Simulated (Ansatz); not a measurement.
## Changed inputs in constrained RPA: SrVO3 (cubic perovskite) (Pm-3m)

What does U in SrVO3 (cubic perovskite) (Pm-3m) depend on besides the window?

Main program and level: Ansatz 0.2.0; constrained RPA on LDA, plane waves, PAW.

This is a report of a sequence of runs, with most program output left out.

### Step 1. The starting structure

The structure is cubic, space group Pm-3m (No. 221). Conventional cell: a = 3.773 Å, b = 3.773 Å, c = 3.773 Å, α = 90.00°, β = 90.00°, γ = 90.00°. Nearest to Sr lie 12 O at 2.67 Å. Nearest to V lie 6 O at 1.89 Å. Nearest to O lie 2 V at 1.89 Å and 4 Sr at 2.67 Å. Farther neighbours and most contacts between anions are not listed.

The structure was relaxed with LDA. The structure type comes from a generator and need not be one that this composition takes. The structure was generated from a model, not taken from a measurement. The runs that relaxed it are not among those shown. The program's search for lower electronic states was switched off, so nothing shows that the state found is the lowest. The default PAW set here is soft_2. Its files were made with PBE.

### Step 2. Base: V t2g, bands v1 to c2, 6×6×6 mesh, medium accuracy

Constrained RPA screens the interaction with every transition except those inside the target bands, which a later many-body model would treat itself.

The input, input.yaml:

```yaml
crystal:
  lattice:
    - [0.0, -3.77292336, 0.0]
    - [0.0, 0.0, 3.77292336]
    - [-3.77292336, 0.0, 0.0]
  atoms:
    - { symbol: Sr, position: [0.0, 0.0, 0.0] }
    - { symbol: V, position: [0.5, 0.5, 0.5] }
    - { symbol: O, position: [0.5, 0.5, 0.0] }
    - { symbol: O, position: [0.5, 0.0, 0.5] }
    - { symbol: O, position: [0.0, 0.5, 0.5] }
kpoints:
  mp_grid: { grid: [6, 6, 6] }
hamiltonian:
  xc: lda
scf:
  occupations: { method: gaussian, width: 0.08 }
  n_extra_bands: 19
  max_iter: 150
  lower_state_search: "off"
output:
  crpa:
    kmesh: [6, 6, 6]
    target_bands: [v1, c2]
    projections: [{ species: V, l: d, shell: 3, orbitals: [dxz, dyz, dxy] }]
  local_orbitals:
    kmesh: [6, 6, 6]
    orbitals: [{ species: V, l: d, shell: 3, orbitals: [dxz, dyz, dxy] }]
    window: { bands: [v1, c2] }
    seedname: lo
```

Run with:

```
ansatz run input.yaml --threads 4 --pin off --max-ram 14745MiB --backend cpu --events-out ev --progress --plain --runs-dir out
```

Run time: 2.3 min. Hardware: 4 threads of Arm Neoverse V1, shared host; peak memory 0.68 GiB; 8.8 min of CPU time.

Numbers from this step:

* U: 3.284 eV
* U prime (inter-orbital): 2.434 eV
* J: 0.4070 eV
* bare V: 16.06 eV
* bare J: 0.5513 eV
* stated bound on U: 0.004784 eV
* U over bare V: 0.2045
* electrons in the window: 1.0000
* head of the constrained inverse dielectric matrix: 0.1720
* least eigenvalue of the projection's overlap: 0.7041
* target functions: 3
* bands in the sums: 46
* r.m.s. miss of the model bands: 0.003784 eV
* width of the target bands: 2.783 eV
* weight of the projected orbitals in the window: 0.7778

On the V t2g shell, screening brings the on-site interaction from 16.1 eV down to U = 3.28 eV.

### Step 3. Changed: 4×4×4 mesh

input.yaml, the sections that differ from step 2:

```yaml
output:
  crpa:
    kmesh: [4, 4, 4]
    target_bands: [v1, c2]
    projections: [{ species: V, l: d, shell: 3, orbitals: [dxz, dyz, dxy] }]
# crystal, kpoints, hamiltonian, scf: as in step 2
```

It took 24 s on 4 threads; peak memory 0.51 GiB; 89 s of CPU time.

This step gave:

```yaml
u: 3.291 eV
u_prime_inter_orbital: 2.438 eV
j: 0.4085 eV
bare_v: 16.13 eV
bare_j: 0.5533 eV
stated_bound_on_u: 0.004745 eV
u_over_bare_v: 0.2041
electrons_in_the_window: 1.000
head_of_the_constrained_inverse_dielectric_matrix: 0.1636
least_eigenvalue_of_the_projection_s_overlap: 0.7041
target_functions: 3
bands_in_the_sums: 46
width_of_the_target_bands: 2.783 eV
weight_of_the_projected_orbitals_in_the_window: 0.7778
```

On the V t2g shell, screening brings the on-site interaction from 16.1 eV down to U = 3.29 eV.

### Step 4. Changed: 8×8×8 mesh

Edit input.yaml of step 3 so:

```diff
@@ -22,3 +22,3 @@
   crpa:
-    kmesh: [4, 4, 4]
+    kmesh: [8, 8, 8]
     target_bands: [v1, c2]
```

Run time: 9.5 min. Hardware: 4 threads; peak memory 1 GiB.

Numbers from this step:

* U: 3.291 eV
* U prime (inter-orbital): 2.441 eV
* J: 0.4069 eV
* bare V: 16.05 eV
* bare J: 0.5512 eV
* stated bound on U: 0.004857 eV
* U over bare V: 0.2050
* electrons in the window: 1.0000
* head of the constrained inverse dielectric matrix: 0.1751
* least eigenvalue of the projection's overlap: 0.7041
* target functions: 3
* bands in the sums: 46
* width of the target bands: 2.783 eV
* weight of the projected orbitals in the window: 0.7778

On the V t2g shell, screening brings the on-site interaction from 16.1 eV down to U = 3.29 eV.

### Step 5. Changed: 2×2×2 mesh

Edit input.yaml of step 4 so:

```diff
@@ -22,3 +22,3 @@
   crpa:
-    kmesh: [8, 8, 8]
+    kmesh: [2, 2, 2]
     target_bands: [v1, c2]
```

Wall time 4.2 s (4 threads); peak memory 0.44 GiB.

This step gave:

* U: 3.570 eV
* U prime (inter-orbital): 2.658 eV
* J: 0.4361 eV
* bare V: 16.95 eV
* bare J: 0.5838 eV
* stated bound on U: 0.004630 eV
* U over bare V: 0.2107
* electrons in the window: 1.0000
* head of the constrained inverse dielectric matrix: 0.1257
* least eigenvalue of the projection's overlap: 0.7041
* target functions: 3
* bands in the sums: 46
* width of the target bands: 2.783 eV
* weight of the projected orbitals in the window: 0.7778

On the V t2g shell, screening brings the on-site interaction from 16.9 eV down to U = 3.57 eV.

### Step 6. Changed: smooth pair densities

Edit input.yaml of step 5 so:

```diff
@@ -22,4 +22,5 @@
   crpa:
-    kmesh: [2, 2, 2]
+    kmesh: [6, 6, 6]
     target_bands: [v1, c2]
     projections: [{ species: V, l: d, shell: 3, orbitals: [dxz, dyz, dxy] }]
+    pair_densities: pseudo
```

The job ended after 2.2 min (4 threads; peak memory 0.62 GiB; 8.3 min of CPU time).

Numbers from this step:

- U: 3.305 eV
- U prime (inter-orbital): 2.427 eV
- J: 0.4201 eV
- bare V: 16.06 eV
- bare J: 0.5513 eV
- stated bound on U: 0.008565 eV
- U over bare V: 0.2058
- electrons in the window: 1.0000
- head of the constrained inverse dielectric matrix: 0.1721
- least eigenvalue of the projection's overlap: 0.7041
- target functions: 3
- bands in the sums: 46
- width of the target bands: 2.783 eV
- weight of the projected orbitals in the window: 0.7778

On the V t2g shell, screening brings the on-site interaction from 16.1 eV down to U = 3.31 eV.

### Step 7. Changed: accuracy low

Edit input.yaml of step 6 so:

```diff
@@ -25,2 +25,2 @@
     projections: [{ species: V, l: d, shell: 3, orbitals: [dxz, dyz, dxy] }]
-    pair_densities: pseudo
+    accuracy: low
```

Elapsed: 66 s, on 4 threads; peak memory 0.65 GiB.

This step gave:

* U: 3.268 eV
* U prime (inter-orbital): 2.419 eV
* J: 0.4055 eV
* bare V: 16.06 eV
* bare J: 0.5513 eV
* stated bound on U: 0.06471 eV
* U over bare V: 0.2034
* electrons in the window: 1.0000
* head of the constrained inverse dielectric matrix: 0.1720
* least eigenvalue of the projection's overlap: 0.7041
* target functions: 3
* bands in the sums: 46
* width of the target bands: 2.783 eV
* weight of the projected orbitals in the window: 0.7778

On the V t2g shell, screening brings the on-site interaction from 16.1 eV down to U = 3.27 eV.

### Step 8. Changed: sums without a band count

Edit input.yaml of step 7 so:

```diff
@@ -25,2 +25,2 @@
     projections: [{ species: V, l: d, shell: 3, orbitals: [dxz, dyz, dxy] }]
-    accuracy: low
+    accuracy: sum_over_states
```

Run time: 0.11 s. Hardware: 4 threads; peak memory 0.089 GiB.

The program refused the input before any cycle.

The program's message: “Error: 2 input errors — fix all and re-run”

The fault put into this input: sums without a band count.

### Step 9. Changed: volume +3 %

The cell differs from the one that the last finished run ended in (a 3.773 → 3.810 Å, b 3.773 → 3.810 Å, c 3.773 → 3.810 Å).

input.yaml, the sections that differ from step 8:

```yaml
crystal:
  lattice:
    - [0.0, -3.8102814664, 0.0]
    - [0.0, 0.0, 3.8102814664]
    - [-3.8102814664, 0.0, 0.0]
  atoms:
    - { symbol: Sr, position: [0.0, 0.0, 0.0] }
    - { symbol: V, position: [0.5, 0.5, 0.5] }
    - { symbol: O, position: [0.5, 0.5, 0.0] }
    - { symbol: O, position: [0.5, 0.0, 0.5] }
    - { symbol: O, position: [0.0, 0.5, 0.5] }
output:
  crpa:
    kmesh: [6, 6, 6]
    target_bands: [v1, c2]
    projections: [{ species: V, l: d, shell: 3, orbitals: [dxz, dyz, dxy] }]
  local_orbitals:
    kmesh: [6, 6, 6]
    orbitals: [{ species: V, l: d, shell: 3, orbitals: [dxz, dyz, dxy] }]
    window: { bands: [v1, c2] }
    seedname: lo
# kpoints, hamiltonian, scf: as in step 8
```

It took 2.3 min on 4 threads; peak memory 0.7 GiB; 8.9 min of CPU time.

Numbers from this step:

```yaml
u: 3.238 eV
u_prime_inter_orbital: 2.387 eV
j: 0.4071 eV
bare_v: 16.09 eV
bare_j: 0.5531 eV
stated_bound_on_u: 0.004775 eV
u_over_bare_v: 0.2013
electrons_in_the_window: 1.0000
head_of_the_constrained_inverse_dielectric_matrix: 0.1701
least_eigenvalue_of_the_projection_s_overlap: 0.7061
target_functions: 3
bands_in_the_sums: 46
r_m_s_miss_of_the_model_bands: 0.003574 eV
width_of_the_target_bands: 2.649 eV
weight_of_the_projected_orbitals_in_the_window: 0.7797
```

On the V t2g shell, screening brings the on-site interaction from 16.1 eV down to U = 3.24 eV.

### Step 10. Changed: volume -6 %

The cell differs from the one that the last finished run ended in (a 3.810 → 3.696 Å, b 3.810 → 3.696 Å, c 3.810 → 3.696 Å).

Edit input.yaml of step 9 so:

```diff
@@ -2,5 +2,5 @@
   lattice:
-    - [0.0, -3.8102814664, 0.0]
-    - [0.0, 0.0, 3.8102814664]
-    - [-3.8102814664, 0.0, 0.0]
+    - [0.0, -3.6959033127, 0.0]
+    - [0.0, 0.0, 3.6959033127]
+    - [-3.6959033127, 0.0, 0.0]
   atoms:
```

Run time: 2.3 min. Hardware: 4 threads; peak memory 0.67 GiB.

This step gave:

```yaml
u: 3.368 eV
u_prime_inter_orbital: 2.522 eV
j: 0.4059 eV
bare_v: 15.99 eV
bare_j: 0.5468 eV
stated_bound_on_u: 0.004706 eV
u_over_bare_v: 0.2106
electrons_in_the_window: 1.0000
head_of_the_constrained_inverse_dielectric_matrix: 0.1753
least_eigenvalue_of_the_projection_s_overlap: 0.6994
target_functions: 3
bands_in_the_sums: 46
r_m_s_miss_of_the_model_bands: 0.004280 eV
width_of_the_target_bands: 3.086 eV
weight_of_the_projected_orbitals_in_the_window: 0.7732
```

On the V t2g shell, screening brings the on-site interaction from 16.0 eV down to U = 3.37 eV.

### Step 11. Changed: volume +6 %

The cell differs from the one that the last finished run ended in (a 3.696 → 3.847 Å, b 3.696 → 3.847 Å, c 3.696 → 3.847 Å).

Edit input.yaml of step 10 so:

```diff
@@ -2,5 +2,5 @@
   lattice:
-    - [0.0, -3.6959033127, 0.0]
-    - [0.0, 0.0, 3.6959033127]
-    - [-3.6959033127, 0.0, 0.0]
+    - [0.0, -3.8469210359, 0.0]
+    - [0.0, 0.0, 3.8469210359]
+    - [-3.8469210359, 0.0, 0.0]
   atoms:
```

Run time: 2.3 min. Hardware: 4 threads; peak memory 0.7 GiB; 9 min of CPU time.

Numbers from this step:

```
U                                                 : 3.190 eV
U prime (inter-orbital)                           : 2.338 eV
J                                                 : 0.4068 eV
bare V                                            : 16.11 eV
bare J                                            : 0.5545 eV
stated bound on U                                 : 0.004779 eV
U over bare V                                     : 0.1981
electrons in the window                           : 1.000
head of the constrained inverse dielectric matrix : 0.1680
least eigenvalue of the projection's overlap      : 0.7080
target functions                                  : 3
bands in the sums                                 : 46
r.m.s. miss of the model bands                    : 0.003399 eV
width of the target bands                         : 2.526 eV
weight of the projected orbitals in the window    : 0.7814
```

On the V t2g shell, screening brings the on-site interaction from 16.1 eV down to U = 3.19 eV.

### Step 12. Changed: PBE

This step: constrained RPA on PBE, plane waves, PAW.

input.yaml, the sections that differ from step 11:

```yaml
crystal:
  lattice:
    - [0.0, -3.77292336, 0.0]
    - [0.0, 0.0, 3.77292336]
    - [-3.77292336, 0.0, 0.0]
  atoms:
    - { symbol: Sr, position: [0.0, 0.0, 0.0] }
    - { symbol: V, position: [0.5, 0.5, 0.5] }
    - { symbol: O, position: [0.5, 0.5, 0.0] }
    - { symbol: O, position: [0.5, 0.0, 0.5] }
    - { symbol: O, position: [0.0, 0.5, 0.5] }
hamiltonian:
  xc: pbe
output:
  crpa:
    kmesh: [6, 6, 6]
    target_bands: [v1, c2]
    projections: [{ species: V, l: d, shell: 3, orbitals: [dxz, dyz, dxy] }]
# kpoints, scf: as in step 11
```

Run time: 2.3 min. Hardware: 4 threads; peak memory 0.68 GiB; 8.7 min of CPU time.

This step gave:

| Property | Result |
| --- | --- |
| U | 3.367 eV |
| U prime (inter-orbital) | 2.500 eV |
| J | 0.4150 eV |
| bare V | 16.25 eV |
| bare J | 0.5613 eV |
| stated bound on U | 0.004836 eV |
| U over bare V | 0.2072 |
| electrons in the window | 1.0000 |
| head of the constrained inverse dielectric matrix | 0.1759 |
| least eigenvalue of the projection's overlap | 0.7068 |
| target functions | 3 |
| bands in the sums | 46 |
| width of the target bands | 2.725 eV |
| weight of the projected orbitals in the window | 0.7820 |

On the V t2g shell, screening brings the on-site interaction from 16.2 eV down to U = 3.37 eV.

### Step 13. Changed: potentials

This step: constrained RPA on LDA, plane waves, norm-conserving pseudopotentials.

Edit input.yaml of step 12 so:

```diff
@@ -14,3 +14,4 @@
 hamiltonian:
-  xc: pbe
+  xc: lda
+  pseudopotentials: { kind: nc }
 scf:
```

Wall time 7.1 min (4 threads); peak memory 1.6 GiB.

Numbers from this step:

* U: 3.307 eV
* U prime (inter-orbital): 2.460 eV
* J: 0.4062 eV
* bare V: 16.05 eV
* bare J: 0.5512 eV
* stated bound on U: 0.004856 eV
* U over bare V: 0.2061
* electrons in the window: 1.0000
* head of the constrained inverse dielectric matrix: 0.1741
* least eigenvalue of the projection's overlap: 0.7079
* target functions: 3
* bands in the sums: 46
* width of the target bands: 2.796 eV
* weight of the projected orbitals in the window: 0.7805

On the V t2g shell, screening brings the on-site interaction from 16.0 eV down to U = 3.31 eV.

### Step 14. Changed: volume -3 %

This step: constrained RPA on LDA, plane waves, PAW.

The cell differs from the one that the last finished run ended in (a 3.773 → 3.735 Å, b 3.773 → 3.735 Å, c 3.773 → 3.735 Å).

Edit input.yaml of step 13 so:

```diff
@@ -2,5 +2,5 @@
   lattice:
-    - [0.0, -3.77292336, 0.0]
-    - [0.0, 0.0, 3.77292336]
-    - [-3.77292336, 0.0, 0.0]
+    - [0.0, -3.7348104173, 0.0]
+    - [0.0, 0.0, 3.7348104173]
+    - [-3.7348104173, 0.0, 0.0]
   atoms:
@@ -15,3 +15,2 @@
   xc: lda
-  pseudopotentials: { kind: nc }
 scf:
@@ -26 +25,6 @@
     projections: [{ species: V, l: d, shell: 3, orbitals: [dxz, dyz, dxy] }]
+  local_orbitals:
+    kmesh: [6, 6, 6]
+    orbitals: [{ species: V, l: d, shell: 3, orbitals: [dxz, dyz, dxy] }]
+    window: { bands: [v1, c2] }
+    seedname: lo
```

Run time: 2.3 min. Hardware: 4 threads; peak memory 0.68 GiB.

Numbers from this step:

* U: 3.328 eV
* U prime (inter-orbital): 2.479 eV
* J: 0.4066 eV
* bare V: 16.03 eV
* bare J: 0.5493 eV
* stated bound on U: 0.004801 eV
* U over bare V: 0.2076
* electrons in the window: 1.0000
* head of the constrained inverse dielectric matrix: 0.1737
* least eigenvalue of the projection's overlap: 0.7018
* target functions: 3
* bands in the sums: 46
* r.m.s. miss of the model bands: 0.003994 eV
* width of the target bands: 2.928 eV
* weight of the projected orbitals in the window: 0.7757

On the V t2g shell, screening brings the on-site interaction from 16.0 eV down to U = 3.33 eV.

### Step 15. Side by side

Times are wall times on 4 threads of Arm Neoverse V1, shared host, good to a factor of about two.

| run | bare V (eV) | U (eV) | J (eV) | bound on U (eV) | width (eV) | time |
| --- | --- | --- | --- | --- | --- | --- |
| target window | 16.06 | 3.284 | 0.407 | 0.0048 | 2.78 | 2.3 min |
| 4×4×4 mesh | 16.13 | 3.291 | 0.408 | 0.0047 | 2.78 | 24 s |
| 8×8×8 mesh | 16.05 | 3.291 | 0.407 | 0.0049 | 2.78 | 9.5 min |
| 2×2×2 mesh | 16.95 | 3.570 | 0.436 | 0.0046 | 2.78 | 4.2 s |
| smooth pair densities | 16.06 | 3.305 | 0.420 | 0.0086 | 2.78 | 2.2 min |
| accuracy low | 16.06 | 3.268 | 0.406 | 0.0647 | 2.78 | 66 s |
| volume +3 % | 16.09 | 3.238 | 0.407 | 0.0048 | 2.65 | 2.3 min |
| volume -6 % | 15.99 | 3.368 | 0.406 | 0.0047 | 3.09 | 2.3 min |
| volume +6 % | 16.11 | 3.190 | 0.407 | 0.0048 | 2.53 | 2.3 min |
| PBE | 16.25 | 3.367 | 0.415 | 0.0048 | 2.72 | 2.3 min |
| potentials | 16.05 | 3.307 | 0.406 | 0.0049 | 2.80 | 7.1 min |
| volume -3 % | 16.03 | 3.328 | 0.407 | 0.0048 | 2.93 | 2.3 min |

### Step 16. Results

```yaml
target_window: U 3.28 eV, J 0.41 eV
4x4x4_mesh: U 3.29 eV, J 0.41 eV
8x8x8_mesh: U 3.29 eV, J 0.41 eV
2x2x2_mesh: U 3.57 eV, J 0.44 eV
smooth_pair_densities: U 3.31 eV, J 0.42 eV
accuracy_low: U 3.27 eV, J 0.41 eV
volume_plus_3: U 3.24 eV, J 0.41 eV
volume_minus_6: U 3.37 eV, J 0.41 eV
volume_plus_6: U 3.19 eV, J 0.41 eV
pbe: U 3.37 eV, J 0.42 eV
potentials: U 3.31 eV, J 0.41 eV
volume_minus_3: U 3.33 eV, J 0.41 eV
```

**Reading.** 4×4×4 mesh moves U by +0.01 eV (within the solver's bounds, for the mean over orbitals) at 0.17 times the time. 8×8×8 mesh moves U by +0.01 eV (within the solver's bounds, for the mean over orbitals) at 4.1 times the time. 2×2×2 mesh moves U by +0.29 eV at 0.030 times the time. Smooth pair densities moves U by +0.02 eV. Accuracy low moves U by −0.02 eV (within the solver's bounds, for the mean over orbitals) at 0.47 times the time. Volume +3 % moves U by −0.05 eV. Volume -6 % moves U by +0.08 eV. Volume +6 % moves U by −0.09 eV. PBE moves U by +0.08 eV. Potentials moves U by +0.02 eV at 3.1 times the time. Volume -3 % moves U by +0.04 eV. The printed bound covers the solver alone, not the mesh. The parent state is non-magnetic and the interaction static (zero frequency); U depends on the window and the orbitals, so it belongs to this model alone.

[Paths, hosts, dates, memory and timing lines, banners, echoed tables and standing remarks are left out of the program output.]

[Logs are printed without paths, hosts, clocks, repeated set-up lines and the standing remarks that a program may print on its own settings, such as how far it seeks lower states.]

[Runs of the session that timed out or met a known fault of the program may be left out.]

[Hosts, paths, dates, database ids (printed as entryN), source tags and the programs' standing remarks are cut or masked in the printed files.]
